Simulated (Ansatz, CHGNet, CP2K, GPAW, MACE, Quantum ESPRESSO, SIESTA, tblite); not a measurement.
# GPAW runs on glassy 77ZrO2-23SiO2 (mol %) (90 atoms), part 2 of 2

Aim: run glassy 77ZrO2-23SiO2 (mol %) (90 atoms) in GPAW and see how near its forces come to a plane-wave reference, and at what cost.

Program: GPAW 26.7.0; the method stands at each step. Banners and routine set-up lines are dropped from the logs; longer cuts are marked.

So far. Step 3 (PBE, LCAO dzp, h 0.18 Å, other mixer settings): Against the first run (19 %), the force difference from the reference is 19 %, at 1.3 times the CPU time (on 2 against 1 cores): another solver or mixer reaches the same state. Step 4 (PBE, LCAO szp(dzp), h 0.18 Å): Against the first run (19 %), the force difference from the reference is 22 %, at 0.65 times the CPU time, with 971 basis functions against 1538: the smaller basis costs accuracy.

### Step 5. PBE, LCAO dzp, h 0.28 Å

Method: Kohn-Sham DFT, PBE, PAW, atomic orbitals (dzp).

The input, run.py:

```python
import numpy as np
from ase.io import read
from gpaw import GPAW, FermiDirac

atoms = read("structure.xyz")
atoms.calc = GPAW(
    mode="lcao",
    basis="dzp",
    h=0.28,
    xc="PBE",
    kpts={"size": (1, 1, 1), "gamma": True},
    occupations=FermiDirac(0.05),
    maxiter=200,
    symmetry={"point_group": False},
    txt="gpaw.txt",
)
energy = atoms.get_potential_energy(force_consistent=True)
forces = atoms.get_forces()
print(f"energy {energy:.6f} eV")
print("forces (eV/A)")
for i, (a, f) in enumerate(zip(atoms, forces)):
    print(f"{i:4d} {a.symbol:2s} {f[0]:10.5f} {f[1]:10.5f} {f[2]:10.5f}")
print(f"Fermi level {atoms.calc.get_fermi_level():.4f} eV")
for k in range(len(atoms.calc.get_ibz_k_points())):
    for s in range(atoms.calc.get_number_of_spins()):
        e = atoms.calc.get_eigenvalues(kpt=k, spin=s)
        n = np.searchsorted(e, atoms.calc.get_fermi_level())
        print(f"k {k} spin {s} levels about the Fermi level:", np.round(e[max(n - 6, 0):n], 4).tolist(), "|", np.round(e[n:n + 6], 4).tolist())
```

The input, structure.xyz:

```xyz
90
Lattice="10.55091 0.00000 0.00000 0.00000 10.55091 0.00000 0.00000 0.00000 10.55091" Properties=species:S:1:pos:R:3 pbc="T T T"
[... 90 atom lines left out: the same atoms as in the first run ...]
```

Launch:

```bash
OMP_NUM_THREADS=1 python run.py > output.txt
```

Standard output:

```text
energy -661.288701 eV
forces (eV/A)
   0 Zr   -0.49680    0.15083    0.75289
   1 Zr    1.13189   -0.29180   -0.34148
   2 Zr    0.44411   -0.03749   -0.78131
   3 Zr   -1.93113    0.12693    0.39454
   4 Zr   -2.19783    2.01278    0.44308
   5 Zr    0.00087   -0.26254    0.39464
[...]
87 O    -2.94190    4.19785   -2.72108
  88 O     2.10618   -1.00079    3.47499
  89 O    -2.65413    0.65112   -0.81982
Fermi level 6.4557 eV
k 0 spin 0 levels about the Fermi level: [4.7128, 4.7644, 4.8507, 4.9486, 4.9778, 4.9901] | [8.0362, 8.0946, 8.1742, 8.271, 8.3293, 8.3709]
```

gpaw.txt:

```text
Input parameters:
  mode=LCAO(),
  basis={'default': 'dzp'},
  h=0.28,
  kpts=MonkhorstPack(size=(1, 1, 1), gamma=True),
  maxiter=200,
  occupations=Occupations(name='fermi-dirac', width=0.05, fixmagmom=False),
[... lines left out ...]
  Fermi-Dirac:
[... lines left out ...]
convergence criteria:
- Maximum [total energy] change in last 3 cyles: 0.0005 eV / valence electron
[... lines left out ...]
Converged in 11 steps
[... lines left out ...]
  Free energy:    -661.288701
[... lines left out ...]
Fermi level: 6.456
[... lines left out ...]
|        ... |               |           |
|        402 |        10.855 |     0.000 |
Gap: 3.046 eV
Transition (v -> c):
  (s=0, k=0, n=331, [0.00, 0.00, 0.00]) -> (s=0, k=0, n=332, [0.00, 0.00, 0.00])
No difference between direct/indirect transitions
Force computation time: 32.035  # s
timing:  # [seconds]
  Total:  180.751  # ━━━━━━━━━━━━━━━━━━━━━━━━━━━━━━━━━━━━━━━━━━━━━━━━━━━━━━━━
  Init:    13.038  # ━━━━
  SCF:    135.638  # ━━━━━━━━━━━━━━━━━━━━━━━━━━━━━━━━━━━━━━━━━━
  Forces:  32.035  # ━━━━━━━━━━
```

Elapsed: 3 min, on 1 thread of Arm Neoverse V1, shared host; peak memory 0.81 GiB.

Against the reference:

* r.m.s. force component: 2.346 eV/Å
* r.m.s. difference of force components: 1857 meV/Å
* longest difference of force vectors: 6004 meV/Å
* force difference over r.m.s. force: 139.1 %
* slope of forces against the reference's: 1.075
* correlation of force components: 0.6122
* gap (highest filled to lowest empty level): 3.046 eV
* gap difference: -0.161 eV
* energy less the same-level run's: 954.2 meV/atom
* r.m.s. force difference from the same-level run: 1824 meV/Å

This is a coarse setting, run to see what it loses.

Against the first run (19 %), the force difference from the reference is 139 %, at 0.32 times the CPU time: the grid matters here.

The difference per atom is largest on O (3.8 eV/Å on average, against 0.35 on Si). The forces add up to 14 eV/Å instead of zero, usually a sign of too coarse a grid.

### Step 6. Side by side

Differences are against the plane-wave reference, forces as r.m.s. over components; share is that over the reference's r.m.s. force, slope the least-squares factor from reference forces to these. Total energies of different programs have different zeros and aren't compared.

| run | Δ force, r.m.s. (meV/Å) | share (%) | slope | Δ gap (eV) | cores | CPU time | memory (GiB) |
| --- | --- | --- | --- | --- | --- | --- | --- |
| reference | - | - | - | - | 4 | 17 min | 3.9 |
| GPAW PBE, LCAO dzp, h 0.18 Å | 258 | 19.3 | 1.104 | -0.164 | 1 | 9.4 min | 2.2 |
| GPAW PBE, LCAO dzp, h 0.18 Å, other mixer settings | 257 | 19.3 | 1.104 | -0.164 | 2 | 12 min | 2.5 |
| GPAW PBE, LCAO szp(dzp), h 0.18 Å (coarse) | 299 | 22.4 | 1.109 | -0.376 | 1 | 6.1 min | 2.1 |
| GPAW PBE, LCAO dzp, h 0.28 Å (coarse) | 1857 | 139 | 1.075 | -0.161 | 1 | 3 min | 0.81 |

Rows marked coarse use a setting chosen to be so.

CPU time is summed over cores on a shared host, where runs went side by side, so it is rough. Symmetry, cutoffs, thresholds, outputs and thread counts weren't matched or tuned between programs; memory under MPI is the largest rank's times the ranks.

Within one program, basis, potentials and functional, energies share a zero. Each run against its twin at the usual cutoff or grid and solver:

| run | twin | Δ energy (meV/atom) | Δ force, r.m.s. (meV/Å) | CPU time over the twin's |
| --- | --- | --- | --- | --- |
| GPAW PBE, LCAO dzp, h 0.18 Å, other mixer settings | LCAO dzp, h 0.18 Å | 1.0e-4 | 2.17 | 1.3 (this twin ran on 1 cores) |
| GPAW PBE, LCAO dzp, h 0.28 Å | LCAO dzp, h 0.18 Å | 954 | 1824 | 0.32 |

A second geometry, displaced anew (every atom was moved at random, 0.06 Å r.m.s. a Cartesian component), gives an energy difference that all programs can be tested on. The reference puts it at 87.90 meV/atom.

| run | energy less the first geometry's (meV/atom) | error (meV/atom) | force share at the second geometry (%) |
| --- | --- | --- | --- |
| GPAW PBE, LCAO dzp, h 0.18 Å | 95.64 | 7.74 | 13.1 |
| GPAW PBE, LCAO dzp, h 0.18 Å, other mixer settings | 95.64 | 7.74 | 13.1 |
| GPAW PBE, LCAO szp(dzp), h 0.18 Å | 96.35 | 8.45 | 15.2 |
| GPAW PBE, LCAO dzp, h 0.28 Å | 49.11 | -38.8 | 83.3 |

### Step 7. Summary of results

| Quantity | Value |
| --- | --- |
| nearest in forces | a tie at 19 % of 2 runs: GPAW PBE, LCAO dzp, h 0.18 Å; GPAW PBE, LCAO dzp, h 0.18 Å, other mixer settings |

The PBE runs in local orbitals, coarse settings apart, differ by 19 % in each run; basis, grid and potentials can all enter. Runs with settings chosen to be coarse differ by 22 % (GPAW PBE, LCAO szp(dzp), h 0.18 Å) to 139 % (GPAW PBE, LCAO dzp, h 0.28 Å), their programs' other errors included. Of the electronic-structure runs that take under half the reference's CPU time, GPAW PBE, LCAO szp(dzp), h 0.18 Å comes nearest, at 22 % in 6.1 min against 17 min. GPAW PBE, LCAO szp(dzp), h 0.18 Å stiffens the forces by a factor of 1.11 while following their directions (correlation 0.985). At the same functional, gaps differ from the reference's 3.21 eV by between -0.38 and -0.16 eV. The energy difference between the two geometries, 87.9 meV/atom in the reference, is met best by GPAW PBE, LCAO dzp, h 0.18 Å (+7.74) and GPAW PBE, LCAO dzp, h 0.18 Å, other mixer settings (+7.74) and worst by GPAW PBE, LCAO dzp, h 0.28 Å (coarse) (-38.8). The quench rate of 50 K/ps is many orders above laboratory rates, so the cell is likely richer in defects and strain than a real sample. The network of bonds at the start is that of the classical potential that made the cell, and needn't be the one that DFT or experiment would give. The reference's pressure of 2.4 GPa belongs to unrelaxed atoms and would change as they relax. The electronic-structure runs sample only Γ, in a cell whose shortest periodic width is 11 Å.

[Long decimals in the printed logs are rounded to 6 places.]

[Also dropped from logs without a mark: lines with file paths, logging warnings of Python, QE's lines on negative density and diagonalisation, SIESTA's first energy breakdown, zero terms and Voronoi charges.]

[Logs are printed without paths, hosts, clocks, repeated set-up lines and the standing remarks that a program may print on its own settings, such as how far it seeks lower states.]

[Hosts, paths, dates, database ids (printed as entryN), source tags and the programs' standing remarks are cut or masked in the printed files.]

[Most failed runs of this program on this cell are left out, timed-out ones always.]
